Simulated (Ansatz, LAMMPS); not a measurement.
# Structural relaxation of amorphous 25TiO2-75Al2O3 (mol %) (108 atoms), part 2 of 4

Aim: bring amorphous 25TiO2-75Al2O3 (mol %) (108 atoms) to a nearby minimum of the energy and see what moves.

Ansatz 0.2.0; Kohn-Sham DFT, PBE, PAW (set soft_2), plane waves.

The cell: 6 Ti, 36 Al and 66 O. The quench rate of 50 K/ps is orders of magnitude faster than experiment. The network of bonds at the start is that of the classical potential that made the cell. Only the Γ point is sampled in the main run, in a cell whose shortest periodic width is 11 Å.

So far. Step 3 (Single point at the start): Neighbours are counted within 2.38 Å (O-Al), 2.64 Å (O-Ti).

### Step 4. Cell and atoms relaxed

The cell is relaxed with the atoms, since the starting lattice needn't suit this functional.

Input file input.yaml:

```yaml
crystal:
  lattice:
    - [10.6951, 0.0, 0.0]
    - [0.0, 10.6951, 0.0]
    - [0.0, 0.0, 10.6951]
  atoms:
    [... the 108 atom lines of step 3 ...]
kpoints:
  mp_grid: { grid: [1, 1, 1] }
hamiltonian:
  xc: pbe
scf:
  occupations: { method: fermi_dirac, width: 0.025 }
output:
  forces: true
relax:
  f_tol: 0.04
  max_steps: 250
  cell: {}
```

Started as:

```bash
$ ansatz run input.yaml --threads 4 --pin off --max-ram 8192MiB --backend cpu --events-out ev --progress --plain --runs-dir out
```

What it wrote:

```text
[...]
Crystal: 108 atoms, lattice volume = 1223.361 Å³
Basis set: ecut = 420 eV, 23847 PW (Γ), exchange–correlation on 144×144×144 points (8 copies of the dense FFT grid, shifted against one another)
Bands: 396, of which v1, the nominal top of the filled ones, is band 288 counted from 1 (287 counted from 0)
Symmetry: 1 space group operations
[...]
k-points: 1
[...]
SCF iter   1: F=—  HF=-71940.769891 eV  |F-HF|=—  |Δ(HF+E_count)|=         —  Δρ=3.35e-3  dr2=1.66e-1  ethr=1.77e-3  ⟨swp⟩=6.0  Hψ=1725  notcnv=0  defer=27
[...]
SCF iter  11: F=-71940.757186 eV  HF=-71940.757186 eV  |F-HF|=8.80e-9  |Δ(HF+E_count)|=   8.57e-8  Δρ=2.38e-6  dr2=7.59e-8  ethr=1.74e-11  ⟨swp⟩=2.0  Hψ=1269  notcnv=0
SCF 1 converged in 11 iterations: F = -71940.757186 eV  dr2 = 7.59e-8
[...]
relax step   1: F+E_penalty+E_count = -71940.75718644 eV  Δ(F+E_penalty+E_count) = +0.000e0 eV  max|allowed force component| = 1.838e0 eV/Å  Δτ_max = 0.0000 Å  P = +2.859 GPa  Ω = 1223.361 Å³  (11 SCF iters, dr2 threshold 1.00e-7 eV, accepted)
[... from here on, the SCF cycles and remarks between the steps are left out ...]
relax step   2: F+E_penalty+E_count = -71942.50708993 eV  Δ(F+E_penalty+E_count) = -1.750e0 eV  max|allowed force component| = 1.191e0 eV/Å  Δτ_max = 0.0950 Å  P = +1.324 GPa  Ω = 1225.274 Å³  energy of the carried Pulay correction = -7.982e-3 eV  (8 SCF iters, dr2 threshold 1.08e-5 eV, accepted)
relax step   3: F+E_penalty+E_count = -71943.45786538 eV  Δ(F+E_penalty+E_count) = -9.508e-1 eV  max|allowed force component| = 5.752e-1 eV/Å  Δτ_max = 0.1432 Å  P = -0.338 GPa  Ω = 1226.711 Å³  energy of the carried Pulay correction = -1.397e-2 eV  (9 SCF iters, dr2 threshold 1.08e-5 eV, accepted)
relax step   4: F+E_penalty+E_count = -71943.88989473 eV  Δ(F+E_penalty+E_count) = -4.320e-1 eV  max|allowed force component| = 4.274e-1 eV/Å  Δτ_max = 0.2000 Å  P = -0.282 GPa  Ω = 1223.201 Å³  energy of the carried Pulay correction = +6.667e-4 eV  (8 SCF iters, dr2 threshold 1.08e-5 eV, accepted)
relax step   5: F+E_penalty+E_count = -71944.26313099 eV  Δ(F+E_penalty+E_count) = -3.732e-1 eV  max|allowed force component| = 3.040e-1 eV/Å  Δτ_max = 0.2000 Å  P = -0.021 GPa  Ω = 1220.567 Å³  energy of the carried Pulay correction = +1.168e-2 eV  (9 SCF iters, dr2 threshold 1.08e-5 eV, accepted)
relax step   6: F+E_penalty+E_count = -71944.45943513 eV  Δ(F+E_penalty+E_count) = -1.963e-1 eV  max|allowed force component| = 4.632e-1 eV/Å  Δτ_max = 0.2000 Å  P = +0.064 GPa  Ω = 1220.069 Å³  energy of the carried Pulay correction = +1.376e-2 eV  (9 SCF iters, dr2 threshold 5.78e-6 eV, accepted)
relax step   7: F+E_penalty+E_count = -71944.55743927 eV  Δ(F+E_penalty+E_count) = -9.800e-2 eV  max|allowed force component| = 2.212e-1 eV/Å  Δτ_max = 0.2000 Å  P = -0.040 GPa  Ω = 1221.045 Å³  energy of the carried Pulay correction = +9.678e-3 eV  (9 SCF iters, dr2 threshold 1.08e-5 eV, accepted)
relax step   8: F+E_penalty+E_count = -71944.58012429 eV  Δ(F+E_penalty+E_count) = -2.269e-2 eV  max|allowed force component| = 7.488e-2 eV/Å  Δτ_max = 0.0546 Å  P = +0.019 GPa  Ω = 1220.471 Å³  energy of the carried Pulay correction = +1.208e-2 eV  (8 SCF iters, dr2 threshold 3.06e-6 eV, accepted)
relax step   9: F+E_penalty+E_count = -71944.58058449 eV  Δ(F+E_penalty+E_count) = -4.602e-4 eV  max|allowed force component| = 2.851e-2 eV/Å  Δτ_max = 0.0216 Å  P = -0.012 GPa  Ω = 1220.930 Å³  energy of the carried Pulay correction = +1.016e-2 eV  (8 SCF iters, dr2 threshold 3.50e-7 eV, accepted)
relax step  10: F+E_penalty+E_count = -71944.67312625 eV  Δ(F+E_penalty+E_count) = -9.254e-2 eV  max|allowed force component| = 2.860e-2 eV/Å  Δτ_max = 0.0000 Å  P = +0.079 GPa  Ω = 1220.930 Å³  stress off target by 4.74e-1 GPa  SCF on the basis re-selected at this cell (its energy is not comparable with the rows above)  (8 SCF iters)
relax step  11: F+E_penalty+E_count = -71944.67701152 eV  Δ(F+E_penalty+E_count) = -3.885e-3 eV  max|allowed force component| = 9.350e-2 eV/Å  Δτ_max = 0.1716 Å  P = +0.088 GPa  Ω = 1218.983 Å³  energy of the carried Pulay correction = +7.984e-3 eV  (10 SCF iters, dr2 threshold 5.61e-7 eV, rejected (line search))
relax step  12: F+E_penalty+E_count = -71944.67078353 eV  Δ(F+E_penalty+E_count) = +2.343e-3 eV  max|allowed force component| = 7.959e-2 eV/Å  Δτ_max = 0.0809 Å  P = -0.185 GPa  Ω = 1222.399 Å³  energy of the carried Pulay correction = -6.045e-3 eV  (14 SCF iters, accepted)
relax step  13: F+E_penalty+E_count = -71944.68120119 eV  Δ(F+E_penalty+E_count) = -1.042e-2 eV  max|allowed force component| = 1.797e-2 eV/Å  Δτ_max = 0.0242 Å  P = +0.004 GPa  Ω = 1221.166 Å³  energy of the carried Pulay correction = -9.637e-4 eV  (8 SCF iters, dr2 threshold 3.96e-7 eV, accepted)
relax step  14: F+E_penalty+E_count = -71944.68330909 eV  Δ(F+E_penalty+E_count) = -2.108e-3 eV  max|allowed force component| = 1.796e-2 eV/Å  Δτ_max = 0.0000 Å  P = +0.006 GPa  Ω = 1221.166 Å³  stress off target by 4.54e-2 GPa  SCF on the basis re-selected at this cell (its energy is not comparable with the rows above)  (8 SCF iters)
[...]
SCF converged after 8 iterations
Free energy (F): -71944.683309 eV
[...]
Internal energy: -71944.683309 eV  (E = F + TS)
E sigma→0 (E₀):  -71944.683309 eV
Fermi energy:    6.670752 eV
[...]
--- Forces (eV/Å), atoms counted from 1 ---
  atom   1  Ti     0.00815725     0.00859167    -0.00066558
  atom   2  Ti    -0.01067442    -0.00063354    -0.00230015
  atom   3  Ti     0.00484996     0.00321280    -0.00030450
  atom   4  Ti    -0.01795450     0.00774359    -0.01264822
  atom   5  Ti     0.00235814    -0.00414127     0.00180874
  atom   6  Ti    -0.00448133    -0.00867857     0.00619536
  atom   7  Al    -0.00306386     0.00141046    -0.00091486
  atom   8  Al     0.00032043     0.00353961    -0.00208769
  atom   9  Al    -0.00105868    -0.00353681    -0.00101622
  atom  10  Al     0.00235442    -0.00574540     0.00420521
  atom  11  Al     0.00893516    -0.00239023    -0.01094742
  atom  12  Al     0.00452672     0.00114142    -0.00260141
  atom  13  Al    -0.00552235    -0.00154136    -0.00140742
  atom  14  Al    -0.00062416     0.00013727    -0.00970283
[...]
atom 107  O     -0.00062373     0.00026145    -0.00195947
  atom 108  O      0.00017287     0.00292031     0.00126468
  max |Σ_I F_I| component: 9.66e-5 eV/Å
--- Stress (GPa, compression-positive) ---
       -0.014081      -0.010603      -0.003600
       -0.010598       0.042607      -0.007674
       -0.003606      -0.007673      -0.010044
  P = ⅓ Tr σ = 0.0062 GPa (0.062 kbar)
--- Relaxed structure (12 steps of the walk, 11 accepted, 2 SCFs on fresh bases) ---
  F+E_penalty+E_count = -71944.68330909 eV   max|allowed force component| = 1.796e-2 eV/Å   (the final SCF, on the basis selected at the relaxed cell)
  cell:  # Å, volume = 1221.1665 Å³
    - [10.349612, -0.041416, -0.016833]
    - [-0.041416, 11.095081, -0.124658]
    - [-0.016833, -0.124658, 10.636168]
  atoms:
    - { symbol: Ti, position: [0.499014, 0.937735, 0.676671] }
    - { symbol: Ti, position: [0.221837, 0.998099, 0.399984] }
    - { symbol: Ti, position: [0.878343, 0.373050, 0.209649] }
    - { symbol: Ti, position: [0.148459, 0.596930, 0.173399] }
[...]
- { symbol: O, position: [0.169089, 0.00197199, 0.022981] }
```

The job ended after 3.7 min (4 threads of Arm Neoverse V1, shared host; peak memory 1.6 GiB; 14 min of CPU time).

Step by step:

```tsv
step	energy less that of the first step (eV)	largest force component (eV/Å)	pressure (GPa)	volume (Å³)
1	0.0000	1.8380	2.86	1223.36
2	-1.7499	1.1906	1.32	1225.27
3	-2.7007	0.5752	-0.34	1226.71
4	-3.1327	0.4274	-0.28	1223.20
5	-3.5059	0.3040	-0.02	1220.57
6	-3.7022	0.4632	0.06	1220.07
7	-3.8003	0.2212	-0.04	1221.05
8	-3.8229	0.0749	0.02	1220.47
9	-3.8234	0.0285	-0.01	1220.93
10*	-3.9159	0.0286	0.08	1220.93
11	-3.9198	0.0935	0.09	1218.98
12	-3.9136	0.0796	-0.18	1222.40
13	-3.9240	0.0180	0.00	1221.17
14*	-3.9261	0.0180	0.01	1221.17
```

Relaxation steps marked * repeat the geometry before them on a plane-wave basis chosen anew for their cell, so energy and pressure can jump there. Relaxation step 11 was tried and not accepted.

```tsv
cell as run	before	after	change
a (Å)	10.695	10.350	-3.2 %
b (Å)	10.695	11.096	+3.7 %
c (Å)	10.695	10.637	-0.5 %
α (°)	90.00	91.31	+1.5 %
β (°)	90.00	90.18	+0.2 %
γ (°)	90.00	90.44	+0.5 %
volume (Å³/atom)	11.33	11.31	-0.2 %
```

The atoms that moved most (Å, as changes of fractional coordinates times the final cell):

```tsv
atom	dx	dy	dz	length
O55	-0.497	-0.022	0.287	0.574
O92	0.442	-0.255	-0.148	0.531
O99	0.068	0.039	0.396	0.403
Al22	0.317	0.000	0.129	0.342
O87	-0.180	0.174	-0.226	0.338
Al7	-0.314	-0.004	0.119	0.336
O81	-0.269	-0.031	-0.156	0.312
O64	-0.101	0.250	-0.122	0.296
```

The relaxation changed the energy by -36.4 meV/atom, and atoms moved by 0.17 Å r.m.s., 0.57 Å at most.

### Step 5. Local order after relaxation

Bonds before and after, by the cutoffs listed below:

```tsv
pair	bonds before	bonds after	mean before (Å)	mean after (Å)	spread before (Å)	spread after (Å)
O-Al	158	160	1.830	1.836	0.098	0.068
O-Ti	29	29	1.910	1.925	0.149	0.126
```

Density 3.15 g/cm³, 11.31 Å³ an atom.

g(r), total and by pair (bins of 0.2 Å):

```tsv
r (Å)	total	O-O	O-Al	O-Ti	Al-Al	Al-Ti	Ti-Ti
1.60	0.03	0.00	0.07	0.00	0.00	0.00	0.00
1.80	3.74	0.00	8.19	5.93	0.00	0.00	0.00
2.00	0.82	0.00	1.49	3.05	0.00	0.00	0.00
2.20	0.05	0.00	0.00	0.78	0.00	0.00	0.00
2.40	0.19	0.52	0.00	0.00	0.00	0.00	0.00
2.60	0.71	1.56	0.21	0.00	0.42	0.00	0.00
2.80	1.46	3.23	0.26	0.15	0.96	0.84	0.00
3.00	1.25	2.27	0.30	0.00	2.16	1.24	0.00
3.20	1.21	1.03	0.71	0.58	3.98	1.52	0.00
3.40	1.02	0.74	1.08	0.31	1.58	2.53	2.23
3.60	0.95	0.62	1.27	1.24	0.64	1.06	2.00
3.80	0.85	0.57	1.19	1.19	0.31	0.45	5.49
4.00	0.96	0.58	1.34	2.00	0.37	0.58	0.00
4.20	1.08	0.61	1.50	1.59	0.88	0.90	1.55
4.40	1.20	0.73	1.62	1.45	1.01	1.17	1.35
4.60	1.07	1.01	1.17	1.40	0.74	1.06	0.00
4.80	0.90	0.95	0.83	0.69	1.01	1.28	0.00
5.00	0.94	1.35	0.59	0.67	0.99	0.80	2.12
```

Bonds by pair of elements; cutoffs follow the first minimum of g(r), held within bounds set by covalent radii, and pairs that aren't listed don't count as bonded:

```tsv
pair A-B	cutoff (Å)	bonds	mean length (Å)	spread (Å)	shortest (Å)	B about A	A about B
O-Al	2.27	160	1.84	0.068	1.68	2.42	4.44
O-Ti	2.64	29	1.93	0.126	1.77	0.439	4.83
```

How many atoms have how many bonded neighbours:

```tsv
element	mean	2	3	4	5	6
Al	4.44	0	0	21	14	1
O	2.86	11	53	2	0	0
Ti	4.83	0	0	2	3	1
```

Bond angles, per cent of each kind in bins of 5°:

```tsv
angle (°)	O-Al-O	Al-O-Al	O-Ti-O	Al-O-Ti
65–70	0.0	0.0	1.8	0.0
70–75	0.0	0.0	3.5	0.0
75–80	3.6	0.0	1.8	0.0
80–85	5.7	0.0	7.0	0.0
85–90	8.2	2.2	12.3	0.0
90–95	12.5	7.3	12.3	7.1
95–100	8.5	8.1	8.8	14.3
100–105	14.2	3.7	10.5	9.5
105–110	12.5	5.1	10.5	7.1
110–115	11.0	14.0	1.8	4.8
115–120	5.0	11.0	10.5	2.4
120–125	1.8	23.5	3.5	9.5
125–130	3.9	12.5	0.0	4.8
130–135	2.1	4.4	1.8	9.5
135–140	1.1	2.2	0.0	11.9
140–145	0.7	0.7	3.5	4.8
145–150	2.5	2.2	1.8	7.1
150–155	2.1	1.5	0.0	0.0
155–160	0.7	0.7	1.8	2.4
160–165	1.8	0.0	3.5	2.4
165–170	1.1	0.0	1.8	0.0
170–175	0.7	0.7	1.8	2.4
175–180	0.4	0.0	0.0	0.0
```

Bond angles (no mean is given where the spread exceeds 20°):

```tsv
angle	count	mean (°)	spread (°)
O-Al-O	281	-	-
Al-O-Al	136	117	15.1
O-Ti-O	57	-	-
Al-O-Ti	42	-	-
Ti-O-Ti	4	141	13.5
```

Oxygen atoms by the number of network formers (Si, P, Ge, B, Al, As, Ga) bound to them:

```tsv
network formers bound to O	O atoms	per cent
0	0	0
1	12	18.2
2	16	24.2
3	36	54.5
4	2	3
```

Network units: each former by its oxygen neighbours and how many of them bridge to another former:

```tsv
former	O neighbours	bridging O	atoms
Al	4	3	4
Al	4	4	17
Al	5	3	2
Al	5	4	4
Al	5	5	8
Al	6	6	1
```

Bond length by coordination (bonds to H left out):

```tsv
element	coordination	atoms	mean bond length (Å)
Al	4	21	1.79
Al	5	14	1.88
Al	6	1	1.94
O	2	11	1.77
O	3	53	1.86
O	4	2	1.94
Ti	4	2	1.83
Ti	5	3	1.95
Ti	6	1	2.00
```

Rings of the network by King's shortest-path rule, up to 12 atoms, one path for each pair of neighbours; H, halogens, alkali and alkaline-earth atoms are left out:

```tsv
ring size (atoms)	rings	per network atom
4	20	0.185
6	50	0.463
8	90	0.833
10	30	0.278
12	3	0.028
```

Among the first-shell peaks of g(r) are those at about 2.9 Å (O-O), 1.8 Å (O-Al), 1.9 Å (O-Ti), 3.2 Å (Al-Al) and 3.4 Å (Al-Ti). By these cutoffs 58 % of Al atoms have 4, 80 % of O atoms have 3 and 50 % of Ti atoms have 5 bonded neighbours. 24 % of the oxygens bridge two formers and 18 % are non-bridging; 54 % join three; 3 % join four. The commonest Al unit has 4 oxygens, 4 of them shared with other formers (17 of 36 atoms). Rings of 8 atoms are the most common (47 % of those counted); sizes run from 4 to 12, where the search stops.

(Part 2 of 4 ends here.)

[Long decimals in the printed logs are rounded to 6 places.]

[Logs are printed without paths, hosts, clocks, repeated set-up lines and the standing remarks that a program may print on its own settings, such as how far it seeks lower states.]

[Hosts, paths, dates, database ids (printed as entryN), source tags and the programs' standing remarks are cut or masked in the printed files.]

[A walk said to have stopped at its limit may instead have ended on an SCF cycle that didn't converge.]
